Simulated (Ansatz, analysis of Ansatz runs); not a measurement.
# Y4S3N2 (C2/m), nudged elastic band: V_N hop (3.0 Å) (q = +3)

How high is the barrier when N changes place in Y4S3N2 (C2/m)? The case: V_N hop (3.0 Å), charge +3, in a cell of 108 host atoms with 1 N taken out.

Method: plane-wave PAW DFT, PBEsol; nudged elastic band between two relaxed defect structures at fixed charge in a uniform background, in Ansatz 0.2.0.

Most raw output is cut from this account.

## (1) The starting structure

The cell holds 107 atoms: 48 Y, 36 S and 23 N. Cell: a = 11.374 Å, b = 13.329 Å, c = 15.760 Å, α = 83.9°, β = 76.1°, γ = 73.5°. It derives from Y4S3N2 (space group C2/m). Nearest the centre at fractional (0.333, 0.499, 0.750): N35 at 1.51 Å, Y47 at 1.67 Å, Y28 at 1.68 Å, N18 at 3.08 Å, N70 at 3.08 Å, Y11 at 3.16 Å, Y63 at 3.16 Å, Y49 at 3.42 Å. The cell carries charge +3.

The cell's shortest repeat is 11.4 Å.

## (2) Relaxation of the start point, charge +3

A barrier is counted from a minimum, so both ends are relaxed first. Small random displacements break the symmetry of the ideal sites, so that the defect can distort if it gains by it. The charge of +3 is set by the electron count, and a uniform background keeps the cell neutral.

qp3_c108k1s.start/input.yaml

```yaml
crystal:
  lattice:
    - [0.0, -11.37446657, 0.0]
    - [-12.77813411, -3.79148886, 0.02476517]
    - [-0.65688509, -3.79148886, -15.28259504]
  atoms:
    - { symbol: "Y", position: [0.25320871, 0.06483267, 0.1755412] }
    - { symbol: "Y", position: [0.08012462, 0.43516733, 0.3244588] }
    - { symbol: "Y", position: [0.14521115, 0.13623343, 0.42813311] }
    - { symbol: "Y", position: [0.18812218, 0.36376657, 0.07186689] }
    - { symbol: S, position: [0.0, 0.0, 0.0] }
    - { symbol: S, position: [0.05808532, 0.21787449, 0.10786956] }
    - { symbol: S, position: [0.27524802, 0.28212551, 0.39213044] }
    - { symbol: "N", position: [0.21463839, 0.03640595, 0.31967887] }
    - { symbol: "N", position: [0.11869494, 0.46359405, 0.18032113] }
    - { symbol: "Y", position: [0.25320871, 0.06483267, 0.6755412] }
    - { symbol: "Y", position: [0.08012462, 0.43516733, 0.8244588] }
    - { symbol: "Y", position: [0.14521115, 0.13623343, 0.92813311] }
    - { symbol: "Y", position: [0.18812218, 0.36376657, 0.57186689] }
    - { symbol: S, position: [0.0, 0.0, 0.5] }
    - { symbol: S, position: [0.05808532, 0.21787449, 0.60786956] }
    - { symbol: S, position: [0.27524802, 0.28212551, 0.89213044] }
    - { symbol: "N", position: [0.21463839, 0.03640595, 0.81967887] }
    - { symbol: "N", position: [0.11869494, 0.46359405, 0.68032113] }
    - { symbol: "Y", position: [0.25320871, 0.56483267, 0.1755412] }
    - { symbol: "Y", position: [0.08012462, 0.93516733, 0.3244588] }
    - { symbol: "Y", position: [0.14521115, 0.63623343, 0.42813311] }
    - { symbol: "Y", position: [0.18812218, 0.86376657, 0.07186689] }
    - { symbol: S, position: [0.0, 0.5, 0.0] }
    - { symbol: S, position: [0.05808532, 0.71787449, 0.10786956] }
    - { symbol: S, position: [0.27524802, 0.78212551, 0.39213044] }
    - { symbol: "N", position: [0.21463839, 0.53640595, 0.31967887] }
    - { symbol: "N", position: [0.11869494, 0.96359405, 0.18032113] }
    - { symbol: "Y", position: [0.25320871, 0.56483267, 0.6755412] }
    - { symbol: "Y", position: [0.08012462, 0.93516733, 0.8244588] }
    - { symbol: "Y", position: [0.14521115, 0.63623343, 0.92813311] }
    - { symbol: "Y", position: [0.18812218, 0.86376657, 0.57186689] }
    - { symbol: S, position: [0.0, 0.5, 0.5] }
    - { symbol: S, position: [0.05808532, 0.71787449, 0.60786956] }
    - { symbol: S, position: [0.27524802, 0.78212551, 0.89213044] }
    - { symbol: "N", position: [0.21463839, 0.53640595, 0.81967887] }
    - { symbol: "N", position: [0.11869494, 0.96359405, 0.68032113] }
    - { symbol: "Y", position: [0.58654204, 0.06483267, 0.1755412] }
    - { symbol: "Y", position: [0.41345796, 0.43516733, 0.3244588] }
    - { symbol: "Y", position: [0.47854449, 0.13623343, 0.42813311] }
    - { symbol: "Y", position: [0.52145551, 0.36376657, 0.07186689] }
    - { symbol: S, position: [0.33333333, 0.0, 0.0] }
    - { symbol: S, position: [0.39141865, 0.21787449, 0.10786956] }
    - { symbol: S, position: [0.60858135, 0.28212551, 0.39213044] }
    - { symbol: "N", position: [0.54797173, 0.03640595, 0.31967887] }
    - { symbol: "N", position: [0.45202827, 0.46359405, 0.18032113] }
    - { symbol: "Y", position: [0.58654204, 0.06483267, 0.6755412] }
    - { symbol: "Y", position: [0.41345796, 0.43516733, 0.8244588] }
    - { symbol: "Y", position: [0.47854449, 0.13623343, 0.92813311] }
    - { symbol: "Y", position: [0.52145551, 0.36376657, 0.57186689] }
    - { symbol: S, position: [0.33333333, 0.0, 0.5] }
    - { symbol: S, position: [0.39141865, 0.21787449, 0.60786956] }
    - { symbol: S, position: [0.60858135, 0.28212551, 0.89213044] }
    - { symbol: "N", position: [0.54797173, 0.03640595, 0.81967887] }
    - { symbol: "Y", position: [0.58654204, 0.56483267, 0.1755412] }
    - { symbol: "Y", position: [0.41345796, 0.93516733, 0.3244588] }
    - { symbol: "Y", position: [0.47854449, 0.63623343, 0.42813311] }
    - { symbol: "Y", position: [0.52145551, 0.86376657, 0.07186689] }
    - { symbol: S, position: [0.33333333, 0.5, 0.0] }
    - { symbol: S, position: [0.39141865, 0.71787449, 0.10786956] }
    - { symbol: S, position: [0.60858135, 0.78212551, 0.39213044] }
    - { symbol: "N", position: [0.54797173, 0.53640595, 0.31967887] }
    - { symbol: "N", position: [0.45202827, 0.96359405, 0.18032113] }
    - { symbol: "Y", position: [0.58654204, 0.56483267, 0.6755412] }
    - { symbol: "Y", position: [0.41345796, 0.93516733, 0.8244588] }
    - { symbol: "Y", position: [0.47854449, 0.63623343, 0.92813311] }
    - { symbol: "Y", position: [0.52145551, 0.86376657, 0.57186689] }
    - { symbol: S, position: [0.33333333, 0.5, 0.5] }
    - { symbol: S, position: [0.39141865, 0.71787449, 0.60786956] }
    - { symbol: S, position: [0.60858135, 0.78212551, 0.89213044] }
    - { symbol: "N", position: [0.54797173, 0.53640595, 0.81967887] }
    - { symbol: "N", position: [0.45202827, 0.96359405, 0.68032113] }
    - { symbol: "Y", position: [0.91987538, 0.06483267, 0.1755412] }
    - { symbol: "Y", position: [0.74679129, 0.43516733, 0.3244588] }
    - { symbol: "Y", position: [0.81187782, 0.13623343, 0.42813311] }
    - { symbol: "Y", position: [0.85478885, 0.36376657, 0.07186689] }
    - { symbol: S, position: [0.66666667, 0.0, 0.0] }
    - { symbol: S, position: [0.72475198, 0.21787449, 0.10786956] }
    - { symbol: S, position: [0.94191468, 0.28212551, 0.39213044] }
    - { symbol: "N", position: [0.88130506, 0.03640595, 0.31967887] }
    - { symbol: "N", position: [0.78536161, 0.46359405, 0.18032113] }
    - { symbol: "Y", position: [0.91987538, 0.06483267, 0.6755412] }
    - { symbol: "Y", position: [0.74679129, 0.43516733, 0.8244588] }
    - { symbol: "Y", position: [0.81187782, 0.13623343, 0.92813311] }
    - { symbol: "Y", position: [0.85478885, 0.36376657, 0.57186689] }
    - { symbol: S, position: [0.66666667, 0.0, 0.5] }
    - { symbol: S, position: [0.72475198, 0.21787449, 0.60786956] }
    - { symbol: S, position: [0.94191468, 0.28212551, 0.89213044] }
    - { symbol: "N", position: [0.88130506, 0.03640595, 0.81967887] }
    - { symbol: "N", position: [0.78536161, 0.46359405, 0.68032113] }
    - { symbol: "Y", position: [0.91987538, 0.56483267, 0.1755412] }
    - { symbol: "Y", position: [0.74679129, 0.93516733, 0.3244588] }
    - { symbol: "Y", position: [0.81187782, 0.63623343, 0.42813311] }
    - { symbol: "Y", position: [0.85478885, 0.86376657, 0.07186689] }
    - { symbol: S, position: [0.66666667, 0.5, 0.0] }
    - { symbol: S, position: [0.72475198, 0.71787449, 0.10786956] }
    - { symbol: S, position: [0.94191468, 0.78212551, 0.39213044] }
    - { symbol: "N", position: [0.88130506, 0.53640595, 0.31967887] }
    - { symbol: "N", position: [0.78536161, 0.96359405, 0.18032113] }
    - { symbol: "Y", position: [0.91987538, 0.56483267, 0.6755412] }
    - { symbol: "Y", position: [0.74679129, 0.93516733, 0.8244588] }
    - { symbol: "Y", position: [0.81187782, 0.63623343, 0.92813311] }
    - { symbol: "Y", position: [0.85478885, 0.86376657, 0.57186689] }
    - { symbol: S, position: [0.66666667, 0.5, 0.5] }
    - { symbol: S, position: [0.72475198, 0.71787449, 0.60786956] }
    - { symbol: S, position: [0.94191468, 0.78212551, 0.89213044] }
    - { symbol: "N", position: [0.88130506, 0.53640595, 0.81967887] }
    - { symbol: "N", position: [0.78536161, 0.96359405, 0.68032113] }
total_charge: 3
basis:
  ecutwfc: 420
  xc_grid: 2
hamiltonian:
  xc: pbesol
kpoints:
  mp_grid: { grid: [1, 1, 1], shift: [0.25, 0.25, 0.25] }
scf:
  occupations: { method: fixed }
  max_iter: 100
output:
  forces: true
relax:
  f_tol: 0.02
  max_steps: 70
  random_displacement: { amplitude: 0.03, seed: 9532 }
```

Launch:

```bash
$ ansatz run input.yaml --threads 32 --pin off --max-ram 84787MiB --backend cuda --events-out ev --progress --plain --runs-dir out --max-vram 78GiB
```

The job ended after 8.8 s (1 × NVIDIA GB200 with 32 threads of Arm Neoverse V2, shared host; peak memory 1.5 GiB; 27 s of CPU time).

The steps of the relaxation:

| step | energy less that of the first step (eV) | largest force component (eV/Å) |
| --- | --- | --- |
| 1 | 0.0000 | 2.2192 |
| 2 | -2.1042 | 1.4989 |
| 3 | -2.8147 | 0.4706 |
| 4 | -2.9851 | 0.1924 |
| 5 | -3.0215 | 0.0774 |
| 6 | -3.0273 | 0.0353 |
| 7 | -3.0279 | 0.0184 |

The atoms that moved most (Å, from the sites as typed, ahead of the random displacement, the mean shift of all atoms taken out):

| atom | dx | dy | dz | length |
| --- | --- | --- | --- | --- |
| Y49 | 0.262 | 0.000 | 0.508 | 0.572 |
| Y28 | -0.207 | 0.253 | -0.023 | 0.328 |
| Y63 | -0.206 | -0.252 | -0.021 | 0.326 |
| Y47 | 0.028 | 0.000 | -0.301 | 0.302 |
| S43 | 0.089 | -0.001 | 0.155 | 0.179 |
| S67 | -0.005 | -0.077 | -0.153 | 0.172 |
| S103 | -0.001 | 0.071 | -0.147 | 0.163 |
| N70 | 0.051 | 0.113 | 0.075 | 0.145 |

Neighbours of N35 at the end:

| atom | distance (Å) |
| --- | --- |
| Y28 | 2.201 |
| Y30 | 2.218 |
| Y47 | 2.234 |
| Y11 | 2.396 |
| N18 | 3.010 |
| S16 | 3.387 |
| S58 | 3.388 |
| S23 | 3.457 |

Numbers from this step:

```
free energy                                                                                       : -222968.9751 eV
r.m.s. move of the farther half of the atoms                                                      : 0.03705 Å
largest move from the ideal geometry of this structure, a common shift of the far atoms taken out : 0.5663 Å
```

The relaxation gained 3.028 eV and ended with a largest force component of 0.018 eV/Å.

## (3) Relaxation of the end point, charge +3

The end point is relaxed in the same cell and settings, so that the two energies compare. Atoms more than 3.2 Å from the middle of the hop start where the first relaxation left them, the nearer ones on or close to their ideal places, with small random displacements.

qp3_c108k1s.end/input.yaml

```yaml
crystal:
  lattice:
    - [0.0, -11.37446657, 0.0]
    - [-12.77813411, -3.79148886, 0.02476517]
    - [-0.65688509, -3.79148886, -15.28259504]
  atoms:
    - { symbol: "Y", position: [0.25359422, 0.06406435, 0.17479491] }
    - { symbol: "Y", position: [0.07891699, 0.43599661, 0.32650524] }
    - { symbol: "Y", position: [0.14546661, 0.13749288, 0.42700835] }
    - { symbol: "Y", position: [0.18639917, 0.36252924, 0.07555133] }
    - { symbol: S, position: [0.00049662, -0.0013267, -0.00026266] }
    - { symbol: S, position: [0.05713456, 0.21752781, 0.10875666] }
    - { symbol: S, position: [0.2745443, 0.28453939, 0.39564051] }
    - { symbol: "N", position: [0.21483428, 0.03634003, 0.31964522] }
    - { symbol: "N", position: [0.11798283, 0.46495145, 0.18264055] }
    - { symbol: "Y", position: [0.25118993, 0.06730164, 0.67709567] }
    - { symbol: "Y", position: [0.08012462, 0.43516733, 0.8244588] }
    - { symbol: "Y", position: [0.14482442, 0.1349261, 0.92959184] }
    - { symbol: "Y", position: [0.18605111, 0.36601043, 0.57312286] }
    - { symbol: S, position: [0.00119727, 0.00178986, 0.50043] }
    - { symbol: S, position: [0.05647736, 0.22093554, 0.60972311] }
    - { symbol: S, position: [0.27498952, 0.28171024, 0.89419819] }
    - { symbol: "N", position: [0.21427257, 0.03674012, 0.82019415] }
    - { symbol: "N", position: [0.11869494, 0.46359405, 0.68032113] }
    - { symbol: "Y", position: [0.25125164, 0.56676523, 0.17779957] }
    - { symbol: "Y", position: [0.08238637, 0.93362659, 0.32335767] }
    - { symbol: "Y", position: [0.14360269, 0.63804969, 0.43006372] }
    - { symbol: "Y", position: [0.18878314, 0.86294248, 0.07103516] }
    - { symbol: S, position: [0.00262985, 0.49953102, -0.00084033] }
    - { symbol: S, position: [0.06041302, 0.71566522, 0.10386546] }
    - { symbol: S, position: [0.27470381, 0.78195721, 0.39453845] }
    - { symbol: "N", position: [0.21486074, 0.53738314, 0.32269529] }
    - { symbol: "N", position: [0.11972427, 0.96209104, 0.17986867] }
    - { symbol: "Y", position: [0.25320871, 0.56483267, 0.6755412] }
    - { symbol: "Y", position: [0.08021265, 0.93531376, 0.82468433] }
    - { symbol: "Y", position: [0.14475168, 0.63788625, 0.92680555] }
    - { symbol: "Y", position: [0.18846802, 0.86656349, 0.57243058] }
    - { symbol: S, position: [-0.00177605, 0.50256545, 0.50219342] }
    - { symbol: S, position: [0.05150178, 0.72356842, 0.61004387] }
    - { symbol: S, position: [0.27648147, 0.78082908, 0.88995559] }
    - { symbol: "N", position: [0.452321, 0.462466, 0.68057] }
    - { symbol: "N", position: [0.11850016, 0.96572755, 0.68029653] }
    - { symbol: "Y", position: [0.58716673, 0.06309713, 0.17415885] }
    - { symbol: "Y", position: [0.41193754, 0.43634912, 0.32369951] }
    - { symbol: "Y", position: [0.47706542, 0.13183796, 0.42573578] }
    - { symbol: "Y", position: [0.52170562, 0.36202153, 0.07457553] }
    - { symbol: S, position: [0.33366242, -0.00128384, -0.00029518] }
    - { symbol: S, position: [0.39106863, 0.21735018, 0.1091687] }
    - { symbol: S, position: [0.61402121, 0.27602101, 0.38225083] }
    - { symbol: "N", position: [0.54813483, 0.03422623, 0.318548] }
    - { symbol: "N", position: [0.45035481, 0.46461664, 0.18143763] }
    - { symbol: "Y", position: [0.58445328, 0.06749331, 0.67729842] }
    - { symbol: "Y", position: [0.41345796, 0.43516733, 0.8244588] }
    - { symbol: "Y", position: [0.47873169, 0.13394733, 0.92992342] }
    - { symbol: "Y", position: [0.53863117, 0.34532473, 0.53886095] }
    - { symbol: S, position: [0.33215018, 0.00108777, 0.50048501] }
    - { symbol: S, position: [0.39195409, 0.22526992, 0.6104094] }
    - { symbol: S, position: [0.60817399, 0.28149006, 0.89380768] }
    - { symbol: "N", position: [0.54769547, 0.03622382, 0.82027923] }
    - { symbol: "Y", position: [0.586205, 0.56552089, 0.17567225] }
    - { symbol: "Y", position: [0.41319078, 0.93345375, 0.3231847] }
    - { symbol: "Y", position: [0.4784663, 0.63751488, 0.42852523] }
    - { symbol: "Y", position: [0.52167591, 0.86272216, 0.07100616] }
    - { symbol: S, position: [0.33186053, 0.50149863, 0.00263565] }
    - { symbol: S, position: [0.39311353, 0.71534142, 0.10394164] }
    - { symbol: S, position: [0.60767164, 0.7822955, 0.39457506] }
    - { symbol: "N", position: [0.54801421, 0.53532457, 0.32147504] }
    - { symbol: "N", position: [0.45223341, 0.96188249, 0.17958969] }
    - { symbol: "Y", position: [0.58654204, 0.56483267, 0.6755412] }
    - { symbol: "Y", position: [0.41308681, 0.93549766, 0.8244758] }
    - { symbol: "Y", position: [0.47891261, 0.63787007, 0.92676419] }
    - { symbol: "Y", position: [0.51872333, 0.86723062, 0.57228927] }
    - { symbol: S, position: [0.33658285, 0.50021694, 0.51030193] }
    - { symbol: S, position: [0.39176055, 0.71260344, 0.61234989] }
    - { symbol: S, position: [0.6108761, 0.77947337, 0.88747002] }
    - { symbol: "N", position: [0.54797173, 0.53640595, 0.81967887] }
    - { symbol: "N", position: [0.45061843, 0.96660464, 0.68000962] }
    - { symbol: "Y", position: [0.92103185, 0.06337477, 0.17448568] }
    - { symbol: "Y", position: [0.74884028, 0.43608528, 0.32248828] }
    - { symbol: "Y", position: [0.81776324, 0.13187775, 0.42616425] }
    - { symbol: "Y", position: [0.85496937, 0.36320771, 0.07164867] }
    - { symbol: S, position: [0.66772892, -0.00215049, -0.00064412] }
    - { symbol: S, position: [0.72512105, 0.21722477, 0.10862491] }
    - { symbol: S, position: [0.93915065, 0.28423961, 0.3952537] }
    - { symbol: "N", position: [0.88291037, 0.03426679, 0.31898961] }
    - { symbol: "N", position: [0.78561134, 0.46443598, 0.1798966] }
    - { symbol: "Y", position: [0.9197274, 0.0673687, 0.67702026] }
    - { symbol: "Y", position: [0.74827277, 0.43212733, 0.82586865] }
    - { symbol: "Y", position: [0.81252071, 0.13461995, 0.92940556] }
    - { symbol: "Y", position: [0.85434776, 0.36590719, 0.57311818] }
    - { symbol: S, position: [0.66461233, 0.00278377, 0.49962886] }
    - { symbol: S, position: [0.71715607, 0.22545702, 0.61058358] }
    - { symbol: S, position: [0.9424182, 0.28163385, 0.89114559] }
    - { symbol: "N", position: [0.8813752, 0.03633416, 0.82006869] }
    - { symbol: "N", position: [0.78427586, 0.46877227, 0.68159297] }
    - { symbol: "Y", position: [0.91984984, 0.56612104, 0.17567275] }
    - { symbol: "Y", position: [0.74775205, 0.93334767, 0.32321172] }
    - { symbol: "Y", position: [0.81121462, 0.63787959, 0.42908619] }
    - { symbol: "Y", position: [0.85525975, 0.86276136, 0.07113391] }
    - { symbol: S, position: [0.6649527, 0.49946327, -0.00089663] }
    - { symbol: S, position: [0.72529557, 0.71665961, 0.10679322] }
    - { symbol: S, position: [0.94207624, 0.78159246, 0.39279217] }
    - { symbol: "N", position: [0.87859278, 0.53737154, 0.32151747] }
    - { symbol: "N", position: [0.78620043, 0.96199381, 0.17973464] }
    - { symbol: "Y", position: [0.91765083, 0.56833331, 0.67841124] }
    - { symbol: "Y", position: [0.74704069, 0.93534938, 0.82378657] }
    - { symbol: "Y", position: [0.81172331, 0.63556146, 0.92942599] }
    - { symbol: "Y", position: [0.85237145, 0.87127963, 0.57067459] }
    - { symbol: S, position: [0.65711304, 0.49996015, 0.50988056] }
    - { symbol: S, position: [0.7257639, 0.72356893, 0.60980056] }
    - { symbol: S, position: [0.94454696, 0.77950984, 0.88762333] }
    - { symbol: "N", position: [0.88168073, 0.53358582, 0.82128977] }
    - { symbol: "N", position: [0.78397681, 0.96830861, 0.67974804] }
total_charge: 3
basis:
  ecutwfc: 420
  xc_grid: 2
hamiltonian:
  xc: pbesol
kpoints:
  mp_grid: { grid: [1, 1, 1], shift: [0.25, 0.25, 0.25] }
scf:
  occupations: { method: fixed }
  max_iter: 100
output:
  forces: true
relax:
  f_tol: 0.02
  max_steps: 70
  random_displacement: { amplitude: 0.01, seed: 9532 }
```

It took 7.9 s on 1 × NVIDIA GB200 with 32 threads; peak memory 1.5 GiB.

Relaxation path:

| step | energy less that of the first step (eV) | largest force component (eV/Å) |
| --- | --- | --- |
| 1 | 0.0000 | 2.4102 |
| 2 | -2.5200 | 1.5347 |
| 3 | -3.4775 | 0.9563 |
| 4 | -3.8074 | 0.1559 |
| 5 | -3.8229 | 0.2164 |
| 6 | -3.8650 | 0.0386 |
| 7 | -3.8668 | 0.0137 |

The atoms that moved most (Å, from the sites as typed, ahead of the random displacement):

| atom | dx | dy | dz | length |
| --- | --- | --- | --- | --- |
| Y30 | -0.245 | -0.003 | -0.531 | 0.585 |
| Y49 | -0.243 | -0.004 | -0.530 | 0.584 |
| Y47 | 0.205 | -0.253 | 0.020 | 0.326 |
| Y11 | 0.204 | 0.252 | 0.019 | 0.325 |
| Y28 | -0.030 | 0.000 | 0.299 | 0.300 |
| S43 | -0.123 | 0.005 | -0.220 | 0.252 |
| S24 | -0.121 | 0.004 | -0.220 | 0.251 |
| S67 | 0.023 | 0.075 | 0.192 | 0.208 |

Neighbours of N35 at the end:

| atom | distance (Å) |
| --- | --- |
| Y47 | 2.201 |
| Y49 | 2.219 |
| Y28 | 2.233 |
| Y63 | 2.397 |
| N70 | 3.010 |
| S68 | 3.387 |
| S67 | 3.389 |
| S103 | 3.457 |

This step gave:

- free energy: -222968.9751 eV
- r.m.s. move of the farther half of the atoms: 0.03711 Å
- largest move from the ideal geometry of this structure, a common shift of the far atoms taken out: 0.5675 Å

The relaxation gained 3.867 eV and ended with a largest force component of 0.014 eV/Å. The end lies within 1 meV of the start.

(Continued in part 2 of 2.)

[Logs are printed without paths, hosts, clocks, repeated set-up lines and the standing remarks that a program may print on its own settings, such as how far it seeks lower states.]

[Hosts, paths, dates, database ids (printed as entryN), source tags and the programs' standing remarks are cut or masked in the printed files.]
